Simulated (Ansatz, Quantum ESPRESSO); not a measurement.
# In2O2, 1 layer in an electric field, part 3 of 6

How does In2O2, 1 layer respond to a gate-like field without added charge?

Quantum ESPRESSO 7.5; plane-wave DFT, vdW-DF-cx, GBRV ultrasoft pseudopotentials made under PBE; geometry and cross-check by Ansatz 0.2.0 with PAW datasets.

So far. Step 3 (SCF with pw.x: no field): The run needed 12 iterations to bring the estimated error under 1e-09 Ry; the largest force on any atom, held or free, is 0.16 eV/Å. Step 4 (Potential by pp.x): The vacuum is flat to 0.1 meV/Å, so its level is well defined. Inside the slab the curve depends on the local part of the pseudopotentials; only the vacuum level has a meaning of its own.

**5. Bands along a path: no field**

A bands run reads the converged density and follows the path given under K_POINTS.

The input, f0.bands.in:

```
&control
  prefix = 'f0.bands'
  outdir = './out'
  pseudo_dir = './pseudo'
  calculation = 'bands'
  tefield = .true.
  dipfield = .true.
/
&system
  ibrav = 0
  nat = 4
  ntyp = 2
  ecutwfc = 40
  ecutrho = 200
  input_dft = 'vdw-df-cx'
  occupations = 'smearing'
  smearing = 'fd'
  degauss = 0.004
  edir = 3
  emaxpos = 0.97
  eopreg = 0.04
  eamp = 0.0
  nbnd = 25
/
&electrons
  conv_thr = 1e-07
  mixing_beta = 0.4
  electron_maxstep = 120
  mixing_mode = 'local-TF'
/
ATOMIC_SPECIES
  O   15.9990  o_pbe_v1.2.uspp.F.UPF
  In  114.8180  in_pbe_v1.4.uspp.F.UPF
CELL_PARAMETERS angstrom
  3.44804118932824 0.00000000000000 0.00000000000000
  -1.72402059466412 2.98609126325336 0.00000000000000
  0.00000000000000 0.00000000000000 21.67363734690000
ATOMIC_POSITIONS crystal
  O   0.333333333333 0.666666666667 0.397671114817
  In  -0.000000000000 -0.000000000000 0.434061861208
  In  0.000000000000 -0.000000000000 0.565937940511
  O   0.333333333333 0.666666666667 0.602329083465
K_POINTS crystal_b
4
  0.0000000000 0.0000000000 0.0000000000 14
  0.5000000000 0.0000000000 0.0000000000 14
  0.3333333333 0.3333333333 0.0000000000 14
  0.0000000000 0.0000000000 0.0000000000 1
```

Run with:

```console
> cp -r out/f0.save out/f0.bands.save
> cp out/f0.xml out/f0.bands.xml
> OMP_NUM_THREADS=1 mpirun -n 4 pw.x -nk 4 -in f0.bands.in > f0.bands.out
```

Output:

```text
[banner, memory and clock lines left out]
Program PWSCF v.7.5 starts

          URL

     Presently no symmetry can be used with electric field

     IMPORTANT: XC functional enforced from input :
     Exchange-correlation= VDW-DF-CX
                           (   1   4  27   0   1   0   0)
     Any further DFT definition will be discarded
     Please, verify this is what you really want

     Atomic positions and unit cell read from directory:
     ./out/f0.bands.save/

     G-vector sticks info

     bravais-lattice index     =            0
     lattice parameter (alat)  =       6.5159  a.u.
     unit-cell volume          =    1505.9270 (a.u.)^3
     number of atoms/cell      =            4
     number of atomic types    =            2
     number of electrons       =        38.00
     number of Kohn-Sham states=           25
     kinetic-energy cutoff     =      40.0000  Ry
     charge density cutoff     =     200.0000  Ry
     Exchange-correlation= VDW-DF-CX
                           (   1   4  27   0   1   0   0)

     celldm(1)=   6.515854  celldm(2)=   0.000000  celldm(3)=   0.000000
     celldm(4)=   0.000000  celldm(5)=   0.000000  celldm(6)=   0.000000

     crystal axes: (cart. coord. in units of alat)
               a(1) = (   1.000000   0.000000   0.000000 )
               a(2) = (  -0.500000   0.866025   0.000000 )
               a(3) = (   0.000000   0.000000   6.285783 )

     reciprocal axes: (cart. coord. in units 2 pi/alat)
               b(1) = (  1.000000  0.577350 -0.000000 )
               b(2) = (  0.000000  1.154701  0.000000 )
               b(3) = (  0.000000 -0.000000  0.159089 )

     PseudoPot. # 1 for O  read from file:
     ./pseudo/o_pbe_v1.2.uspp.F.UPF
     Pseudo is Ultrasoft + core correction, Zval =  6.0
     Generated by new atomic code, or converted to UPF format
     Using radial grid of  737 points,  5 beta functions with:
                l(1) =   0
                l(2) =   0
                l(3) =   1
                l(4) =   1
                l(5) =   2
     Q(r) pseudized with  8 coefficients,  rinner =    0.900   0.900   0.900
                                                       0.900   0.900

     PseudoPot. # 2 for In read from file:
     ./pseudo/in_pbe_v1.4.uspp.F.UPF
     Pseudo is Ultrasoft + core correction, Zval = 13.0
     Generated by new atomic code, or converted to UPF format
     Using radial grid of  889 points,  6 beta functions with:
                l(1) =   0
                l(2) =   0
                l(3) =   1
                l(4) =   1
                l(5) =   2
                l(6) =   2
     Q(r) pseudized with  6 coefficients,  rinner =    1.400   1.400   1.400
                                                       1.400   1.400

     atomic species   valence    mass     pseudopotential
     O                 6.00    15.99900     O ( 1.00)
     In               13.00   114.81800     In( 1.00)

     No symmetry found

   Cartesian axes

     site n.     atom                  positions (alat units)
         1        O      tau(   1) = (  -0.0000000   0.5773503   2.4996742  )
         2        In     tau(   2) = (   0.0000000   0.0000000   2.7284185  )
         3        In     tau(   3) = (   0.0000000   0.0000000   3.5573629  )
         4        O      tau(   4) = (  -0.0000000   0.5773503   3.7861097  )

     number of k points=    43  Fermi-Dirac smearing, width (Ry)=  0.0040
                       cart. coord. in units 2pi/alat
        k(    1) = (   0.0000000   0.0000000   0.0000000), wk =   0.0465116
        k(    2) = (   0.0357143   0.0206197   0.0000000), wk =   0.0465116
        k(    3) = (   0.0714286   0.0412393   0.0000000), wk =   0.0465116
        k(    4) = (   0.1071429   0.0618590   0.0000000), wk =   0.0465116
        k(    5) = (   0.1428571   0.0824786   0.0000000), wk =   0.0465116
        k(    6) = (   0.1785714   0.1030983   0.0000000), wk =   0.0465116
        k(    7) = (   0.2142857   0.1237179   0.0000000), wk =   0.0465116
        k(    8) = (   0.2500000   0.1443376   0.0000000), wk =   0.0465116
        k(    9) = (   0.2857143   0.1649572   0.0000000), wk =   0.0465116
        k(   10) = (   0.3214286   0.1855769   0.0000000), wk =   0.0465116
        k(   11) = (   0.3571429   0.2061965   0.0000000), wk =   0.0465116
        k(   12) = (   0.3928571   0.2268162   0.0000000), wk =   0.0465116
        k(   13) = (   0.4285714   0.2474358   0.0000000), wk =   0.0465116
        k(   14) = (   0.4642857   0.2680555   0.0000000), wk =   0.0465116
        k(   15) = (   0.5000000   0.2886751   0.0000000), wk =   0.0465116
        k(   16) = (   0.4880952   0.3092948   0.0000000), wk =   0.0465116
        k(   17) = (   0.4761905   0.3299144   0.0000000), wk =   0.0465116
        k(   18) = (   0.4642857   0.3505341   0.0000000), wk =   0.0465116
        k(   19) = (   0.4523810   0.3711537   0.0000000), wk =   0.0465116
        k(   20) = (   0.4404762   0.3917734   0.0000000), wk =   0.0465116
        k(   21) = (   0.4285714   0.4123930   0.0000000), wk =   0.0465116
        k(   22) = (   0.4166667   0.4330127   0.0000000), wk =   0.0465116
        k(   23) = (   0.4047619   0.4536324   0.0000000), wk =   0.0465116
        k(   24) = (   0.3928571   0.4742520   0.0000000), wk =   0.0465116
        k(   25) = (   0.3809524   0.4948717   0.0000000), wk =   0.0465116
        k(   26) = (   0.3690476   0.5154913   0.0000000), wk =   0.0465116
        k(   27) = (   0.3571429   0.5361110   0.0000000), wk =   0.0465116
        k(   28) = (   0.3452381   0.5567306   0.0000000), wk =   0.0465116
        k(   29) = (   0.3333333   0.5773503   0.0000000), wk =   0.0465116
        k(   30) = (   0.3095238   0.5361110   0.0000000), wk =   0.0465116
        k(   31) = (   0.2857143   0.4948717   0.0000000), wk =   0.0465116
        k(   32) = (   0.2619048   0.4536324   0.0000000), wk =   0.0465116
        k(   33) = (   0.2380952   0.4123930   0.0000000), wk =   0.0465116
        k(   34) = (   0.2142857   0.3711537   0.0000000), wk =   0.0465116
        k(   35) = (   0.1904762   0.3299144   0.0000000), wk =   0.0465116
        k(   36) = (   0.1666667   0.2886751   0.0000000), wk =   0.0465116
        k(   37) = (   0.1428571   0.2474358   0.0000000), wk =   0.0465116
        k(   38) = (   0.1190476   0.2061965   0.0000000), wk =   0.0465116
        k(   39) = (   0.0952381   0.1649572   0.0000000), wk =   0.0465116
        k(   40) = (   0.0714286   0.1237179   0.0000000), wk =   0.0465116
        k(   41) = (   0.0476190   0.0824786   0.0000000), wk =   0.0465116
        k(   42) = (   0.0238095   0.0412393   0.0000000), wk =   0.0465116
[...]
-15.2278 -15.1135 -14.8145 -14.6767  -7.8717  -7.3170  -5.0557  -4.8314
    -4.6340  -4.1301  -2.3931   0.2777   2.0225   3.2938   4.7048   5.2731
     6.2278

          k = 0.4524 0.3712 0.0000 (  6396 PWs)   bands (ev):

   -19.6806 -19.6715 -15.6733 -15.5739 -15.5215 -15.4442 -15.4051 -15.2969
   -15.2335 -15.1147 -14.7921 -14.6604  -7.8494  -7.2966  -5.1696  -4.9283
    -4.5904  -4.1130  -2.3776   0.3543   2.0927   3.3642   4.7348   4.8924
     6.2541

          k = 0.4405 0.3918 0.0000 (  6402 PWs)   bands (ev):

   -19.6794 -19.6704 -15.6678 -15.5834 -15.5189 -15.4364 -15.4100 -15.3079
   -15.2405 -15.1163 -14.7663 -14.6411  -7.8217  -7.2711  -5.2945  -5.0404
    -4.5486  -4.0962  -2.3586   0.4459   2.1733   3.4547   4.5084   4.7736
     6.2872

          k = 0.4286 0.4124 0.0000 (  6422 PWs)   bands (ev):

   -19.6779 -19.6692 -15.6617 -15.5928 -15.5166 -15.4274 -15.4149 -15.3195
   -15.2485 -15.1181 -14.7385 -14.6200  -7.7891  -7.2414  -5.4268  -5.1623
    -4.5075  -4.0804  -2.3366   0.5485   2.2591   3.5640   4.1357   4.8151
     6.3263

          k = 0.4167 0.4330 0.0000 (  6430 PWs)   bands (ev):

   -19.6764 -19.6679 -15.6551 -15.6017 -15.5142 -15.4216 -15.4149 -15.3312
   -15.2573 -15.1203 -14.7099 -14.5978  -7.7527  -7.2083  -5.5622  -5.2887
    -4.4668  -4.0659  -2.3126   0.6582   2.3457   3.6889   3.7788   4.8596
     6.3702

          k = 0.4048 0.4536 0.0000 (  6424 PWs)   bands (ev):

   -19.6750 -19.6666 -15.6484 -15.6098 -15.5117 -15.4251 -15.4041 -15.3426
   -15.2667 -15.1225 -14.6819 -14.5757  -7.7139  -7.1732  -5.6960  -5.4144
    -4.4271  -4.0528  -2.2876   0.7709   2.4294   3.4441   3.8242   4.9051
     6.4171

          k = 0.3929 0.4743 0.0000 (  6422 PWs)   bands (ev):

   -19.6735 -19.6653 -15.6422 -15.6168 -15.5091 -15.4288 -15.3917 -15.3532
   -15.2765 -15.1249 -14.6556 -14.5547  -7.6744  -7.1378  -5.8230  -5.5341
    -4.3889  -4.0413  -2.2628   0.8824   2.5077   3.1376   3.9624   4.9495
     6.4643

          k = 0.3810 0.4949 0.0000 (  6420 PWs)   bands (ev):

   -19.6722 -19.6642 -15.6367 -15.6224 -15.5063 -15.4318 -15.3789 -15.3627
   -15.2865 -15.1271 -14.6321 -14.5357  -7.6366  -7.1043  -5.9377  -5.6422
    -4.3537  -4.0314  -2.2396   0.9879   2.5786   2.8664   4.0936   4.9907
     6.5083

          k = 0.3690 0.5155 0.0000 (  6416 PWs)   bands (ev):

   -19.6712 -19.6632 -15.6324 -15.6267 -15.5036 -15.4340 -15.3706 -15.3662
   -15.2963 -15.1292 -14.6124 -14.5197  -7.6034  -7.0752  -6.0345  -5.7333
    -4.3229  -4.0233  -2.2194   1.0808   2.6396   2.6397   4.2065   5.0268
     6.5456

          k = 0.3571 0.5361 0.0000 (  6412 PWs)   bands (ev):

   -19.6703 -19.6625 -15.6303 -15.6287 -15.5012 -15.4354 -15.3766 -15.3544
   -15.3056 -15.1309 -14.5975 -14.5074  -7.5776  -7.0533  -6.1080  -5.8021
    -4.2984  -4.0172  -2.2037   1.1530   2.4682   2.6886   4.2902   5.0555
     6.5780

          k = 0.3452 0.5567 0.0000 (  6400 PWs)   bands (ev):

   -19.6698 -19.6620 -15.6314 -15.6275 -15.4996 -15.4361 -15.3802 -15.3449
   -15.3134 -15.1319 -14.5880 -14.4996  -7.5617  -7.0402  -6.1537  -5.8446
    -4.2822  -4.0133  -2.1938   1.1964   2.3633   2.7215   4.3380   5.0746
     6.6149

          k = 0.3333 0.5774 0.0000 (  6390 PWs)   bands (ev):

   -19.6696 -19.6618 -15.6318 -15.6269 -15.4990 -15.4363 -15.3814 -15.3408
   -15.3168 -15.1323 -14.5847 -14.4969  -7.5566  -7.0362  -6.1691  -5.8588
    -4.2763  -4.0120  -2.1904   1.2093   2.3294   2.7337   4.3519   5.0815
     6.6463

          k = 0.3095 0.5361 0.0000 (  6416 PWs)   bands (ev):

   -19.6704 -19.6626 -15.6329 -15.6261 -15.5011 -15.4359 -15.3777 -15.3511
   -15.3095 -15.1309 -14.5987 -14.5083  -7.5715  -7.0449  -6.1117  -5.8070
    -4.3032  -4.0178  -2.2031   1.1902   2.4351   2.6739   4.3274   5.0482
     6.4666

          k = 0.2857 0.4949 0.0000 (  6416 PWs)   bands (ev):

   -19.6729 -19.6649 -15.6397 -15.6198 -15.5054 -15.4360 -15.3699 -15.3658
   -15.3028 -15.1288 -14.6412 -14.5423  -7.5950  -7.0464  -5.9609  -5.6727
    -4.3882  -4.0358  -2.2347   1.2106   2.4786   2.6732   4.3313   4.9367
     6.1432

          k = 0.2619 0.4536 0.0000 (  6427 PWs)   bands (ev):

   -19.6774 -19.6690 -15.6499 -15.6108 -15.5092 -15.4386 -15.3790 -15.3635
   -15.3003 -15.1304 -14.7108 -14.5965  -7.5997  -7.0091  -5.7519  -5.4872
    -4.5258  -4.0666  -2.2728   1.3262   2.1637   2.9685   4.4206   4.7479
     5.7787

          k = 0.2381 0.4124 0.0000 (  6429 PWs)   bands (ev):

   -19.6840 -19.6751 -15.6619 -15.6007 -15.5107 -15.4461 -15.3900 -15.3622
   -15.2993 -15.1408 -14.8029 -14.6645  -7.5756  -6.9160  -5.5158  -5.2740
    -4.6899  -4.1091  -2.3096   1.5403   1.7739   3.2690   4.5278   4.5939
     5.4109

          k = 0.2143 0.3712 0.0000 (  6425 PWs)   bands (ev):

   -19.6929 -19.6833 -15.6751 -15.5908 -15.5095 -15.4601 -15.3989 -15.3672
   -15.2978 -15.1640 -14.9098 -14.7377  -7.5308  -6.7629  -5.2892  -5.0501
    -4.8283  -4.1601  -2.3455   1.3467   1.8384   3.4620   4.4145   4.8390
     5.0576

          k = 0.1905 0.3299 0.0000 (  6441 PWs)   bands (ev):

   -19.7043 -19.6937 -15.6887 -15.5828 -15.5063 -15.4801 -15.4086 -15.3778
   -15.2960 -15.1980 -15.0229 -14.8080  -7.4877  -6.5539  -5.1585  -4.8297
    -4.8287  -4.2143  -2.3847   0.9048   2.1896   3.4023   4.5918   4.7213
     5.1554

          k = 0.1667 0.2887 0.0000 (  6437 PWs)   bands (ev):

   -19.7180 -19.7063 -15.7017 -15.5792 -15.5043 -15.5013 -15.4257 -15.3914
   -15.2956 -15.2320 -15.1339 -14.8708  -7.4743  -6.2990  -5.1289  -4.6596
    -4.6272  -4.2611  -2.4313   0.4612   2.4751   3.3061   4.4145   4.8020
     5.0136

          k = 0.1429 0.2474 0.0000 (  6463 PWs)   bands (ev):

   -19.7337 -19.7206 -15.7129 -15.5843 -15.5306 -15.4946 -15.4581 -15.4043
   -15.2973 -15.2515 -15.2358 -14.9261  -7.5084  -6.0136  -5.0483  -4.4699
    -4.4620  -4.2722  -2.4878   0.0240   2.4152   3.5822   4.1376   4.4588
     5.1723

          k = 0.1190 0.2062 0.0000 (  6463 PWs)   bands (ev):

   -19.7506 -19.7359 -15.7206 -15.5997 -15.5571 -15.5034 -15.4872 -15.4132
   -15.3233 -15.2959 -15.2565 -14.9755  -7.5858  -5.7201  -4.8825  -4.4040
    -4.2839  -4.1929  -2.5546  -0.4007   2.1376   3.8951   4.1232   4.1620
     4.9123

          k = 0.0952 0.1650 0.0000 (  6461 PWs)   bands (ev):

   -19.7676 -19.7512 -15.7234 -15.6222 -15.5823 -15.5502 -15.4867 -15.4181
   -15.3891 -15.2888 -15.2560 -15.0198  -7.6863  -5.4520  -4.6526  -4.3577
    -4.1365  -4.0764  -2.6314  -0.8067   1.8266   3.6910   3.8764   4.6613
     4.8228

          k = 0.0714 0.1237 0.0000 (  6495 PWs)   bands (ev):

   -19.7831 -19.7651 -15.7199 -15.6461 -15.6049 -15.5899 -15.5116 -15.4231
   -15.4155 -15.2778 -15.2542 -15.0590  -7.7870  -5.2511  -4.3938  -4.2524
    -4.0229  -3.9769  -2.7170  -1.1840   1.5379   3.5289   3.6708   4.4640
     4.9519

          k = 0.0476 0.0825 0.0000 (  6501 PWs)   bands (ev):

   -19.7956 -19.7763 -15.7094 -15.6660 -15.6231 -15.6184 -15.5550 -15.4229
   -15.4177 -15.2654 -15.2522 -15.0914  -7.8703  -5.1372  -4.1455  -4.0843
    -3.9430  -3.9047  -2.8070  -1.5130   1.3028   3.4112   3.5236   4.3214
     4.8375

          k = 0.0238 0.0412 0.0000 (  6519 PWs)   bands (ev):

   -19.8037 -19.7836 -15.6936 -15.6789 -15.6353 -15.6347 -15.5944 -15.4194
   -15.4179 -15.2550 -15.2511 -15.1141  -7.9245  -5.0882  -3.9551  -3.9183
    -3.8959  -3.8614  -2.8863  -1.7541   1.1478   3.3399   3.4354   4.2357
     4.7683

          k = 0.0000 0.0000 0.0000 (  6515 PWs)   bands (ev):

   -19.8065 -19.7861 -15.6834 -15.6834 -15.6397 -15.6397 -15.6129 -15.4178
   -15.4178 -15.2506 -15.2506 -15.1225  -7.9432  -5.0753  -3.8803  -3.8803
    -3.8470  -3.8470  -2.9210  -1.8465   1.0935   3.3160   3.4059   4.2071
     4.7452

     XML data file, pseudopotentials, collected wavefunctions

                                        0.00s GPU  (     446 calls)

Note: The following floating-point exceptions are signalling: IEEE_UNDERFLOW_FLAG
Note: The following floating-point exceptions are signalling: IEEE_UNDERFLOW_FLAG
Note: The following floating-point exceptions are signalling: IEEE_UNDERFLOW_FLAG
Note: The following floating-point exceptions are signalling: IEEE_UNDERFLOW_FLAG
[key lines of the parts left out:]
Dipole field         -0.0000 Ry au,
```

Run time: 34 s. Hardware: 4 MPI ranks of Arm Neoverse V2, shared host; peak memory 0.37 GiB.

Read from the output:

```
conduction bottom, on the run's zero : -1.847 eV
gap by band count                    : 0.3439 eV
```

Band numbers count within the set of bands kept for display. Electronic bands along the path, in eV, zero at the highest filled level of the SCF mesh; v1 is the highest filled band, c1 the lowest empty one:

| point | v4 | v3 | v2 | v1 | c1 | c2 | c3 | c4 |
| --- | --- | --- | --- | --- | --- | --- | --- | --- |
| Γ | -1.69 | -1.66 | -1.66 | -0.73 | 0.34 | 3.28 | 5.51 | 5.60 |
| halfway | -2.18 | -2.15 | -2.08 | -0.30 | 2.20 | 4.33 | 5.74 | 6.32 |
| M | -2.60 | -2.50 | -1.97 | -0.22 | 2.36 | 4.11 | 5.39 | 6.85 |
| halfway | -3.10 | -2.28 | -1.88 | -0.12 | 2.85 | 4.54 | 5.88 | 5.97 |
| K | -3.67 | -2.09 | -1.82 | 0.00 | 3.40 | 4.52 | 4.92 | 6.54 |
| halfway | -2.47 | -2.44 | -2.07 | -0.24 | 2.65 | 4.67 | 5.50 | 6.60 |
| Γ | -1.69 | -1.66 | -1.66 | -0.73 | 0.34 | 3.28 | 5.51 | 5.60 |

Along this path the valence top lies at K and the conduction bottom at Γ.

**6. Self-consistent run: field 0.1 V/Å**

eamp is the field in Hartree atomic units (1 a.u. = 51.42 V/Å). With dipfield on, it is the field in the vacuum beside an isolated sheet. The run starts from the density of the one before.

The input, f1.in:

```
&control
  prefix = 'f1'
  outdir = './out'
  pseudo_dir = './pseudo'
  calculation = 'scf'
  tprnfor = .true.
  tefield = .true.
  dipfield = .true.
/
&system
  ibrav = 0
  nat = 4
  ntyp = 2
  ecutwfc = 40
  ecutrho = 200
  input_dft = 'vdw-df-cx'
  occupations = 'smearing'
  smearing = 'fd'
  degauss = 0.004
  edir = 3
  emaxpos = 0.97
  eopreg = 0.04
  eamp = 0.00194469
/
&electrons
  conv_thr = 1e-09
  mixing_beta = 0.4
  electron_maxstep = 120
  mixing_mode = 'plain'
  startingpot = 'file'
/
ATOMIC_SPECIES
  O   15.9990  o_pbe_v1.2.uspp.F.UPF
  In  114.8180  in_pbe_v1.4.uspp.F.UPF
CELL_PARAMETERS angstrom
  3.44804118932824 0.00000000000000 0.00000000000000
  -1.72402059466412 2.98609126325336 0.00000000000000
  0.00000000000000 0.00000000000000 21.67363734690000
ATOMIC_POSITIONS crystal
  O   0.333333333333 0.666666666667 0.397671114817
  In  -0.000000000000 -0.000000000000 0.434061861208
  In  0.000000000000 -0.000000000000 0.565937940511
  O   0.333333333333 0.666666666667 0.602329083465
K_POINTS automatic
  12 12 1 0 0 0
```

Run with:

```console
> cp -r out/f0.save out/f1.save
> OMP_NUM_THREADS=1 mpirun -n 4 pw.x -nk 4 -in f1.in > f1.out
```

Output:

```text
[banner, memory and clock lines left out]
Program PWSCF v.7.5 starts
[...]
number of electrons       =        38.00
     number of Kohn-Sham states=           23
     kinetic-energy cutoff     =      40.0000  Ry
     charge density cutoff     =     200.0000  Ry
[...]
number of k points=    74  Fermi-Dirac smearing, width (Ry)=  0.0040
[...]
Dense  grid:    71963 G-vectors     FFT dimensions: (  30,  30, 192)
[...]
The initial density is read from file :
[...]
negative rho (up, down):  2.917E-04 0.000E+00
[...]
Starting wfcs are   26 randomized atomic wfcs
[...]
negative rho (up, down):  2.909E-04 0.000E+00
[...]
estimated scf accuracy    <       0.01075948 Ry
[...]
negative rho (up, down):  2.915E-04 0.000E+00
[...]
estimated scf accuracy    <       0.13988877 Ry
[...]
negative rho (up, down):  2.913E-04 0.000E+00
[...]
estimated scf accuracy    <       0.00004982 Ry
[...]
negative rho (up, down):  2.913E-04 0.000E+00
[...]
estimated scf accuracy    <       0.00000320 Ry
[...]
negative rho (up, down):  2.914E-04 0.000E+00
[...]
estimated scf accuracy    <       0.00000053 Ry
[...]
negative rho (up, down):  2.915E-04 0.000E+00
[...]
estimated scf accuracy    <       0.00000006 Ry
[...]
negative rho (up, down):  2.915E-04 0.000E+00
[...]
estimated scf accuracy    <       0.00000001 Ry
[...]
negative rho (up, down):  2.915E-04 0.000E+00
[...]
Computed dipole along edir(3) :
        Dipole                0.0599 Ry au,          0.1522 Debye
        Dipole field          0.0005 Ry au,
        E field amplitude [Ha a.u.]:  1.9447E-03
        Potential amp.        0.1136 Ry
        Total length         39.3189 bohr
[...]
the Fermi energy is    -1.9327 ev
!    total energy              =    -331.24392255 Ry
     estimated scf accuracy    <          7.9E-10 Ry
     smearing contrib. (-TS)   =      -0.00007445 Ry
     internal energy E=F+TS    =    -331.24384810 Ry
[...]
one-electron contribution =   -1842.55995354 Ry
     hartree contribution      =     937.35167491 Ry
     xc contribution           =     -89.77641393 Ry
     ewald contribution        =     663.74104748 Ry
     electric field correction =      -0.00020302 Ry
     convergence has been achieved in   8 iterations
     negative rho (up, down):  2.915E-04 0.000E+00
[...]
Total force =     0.009354     Total SCF correction =     0.000051
[...]
```

The job ended after 62 s (4 MPI ranks; peak memory 0.75 GiB; 4.1 min of CPU time).

Numbers from this step:

```
free energy                          : -4506.8032 eV
energy at zero smearing              : -4506.8027 eV
Fermi energy                         : -1.933 eV
dipole along the normal              : 0.03169 e·Å
valence top, on the run's zero       : -2.175 eV
conduction bottom, on the run's zero : -1.831 eV
gap by band count                    : 0.3440 eV
```

The dipole goes from -0.0000 to 0.0317 e Å, 0.3169 e Å per V/Å.

(Part 3 of 6 ends here.)

[Logs are printed without paths, hosts, clocks, repeated set-up lines and the standing remarks that a program may print on its own settings, such as how far it seeks lower states.]

[Hosts, paths, dates, database ids (printed as entryN), source tags and the programs' standing remarks are cut or masked in the printed files.]

[Maps of the electrostatic potential energy from Ansatz leave out the sawtooth potential of an applied field or a dipole correction, so their vacuum need not be flat; planar profiles and work functions include it.]
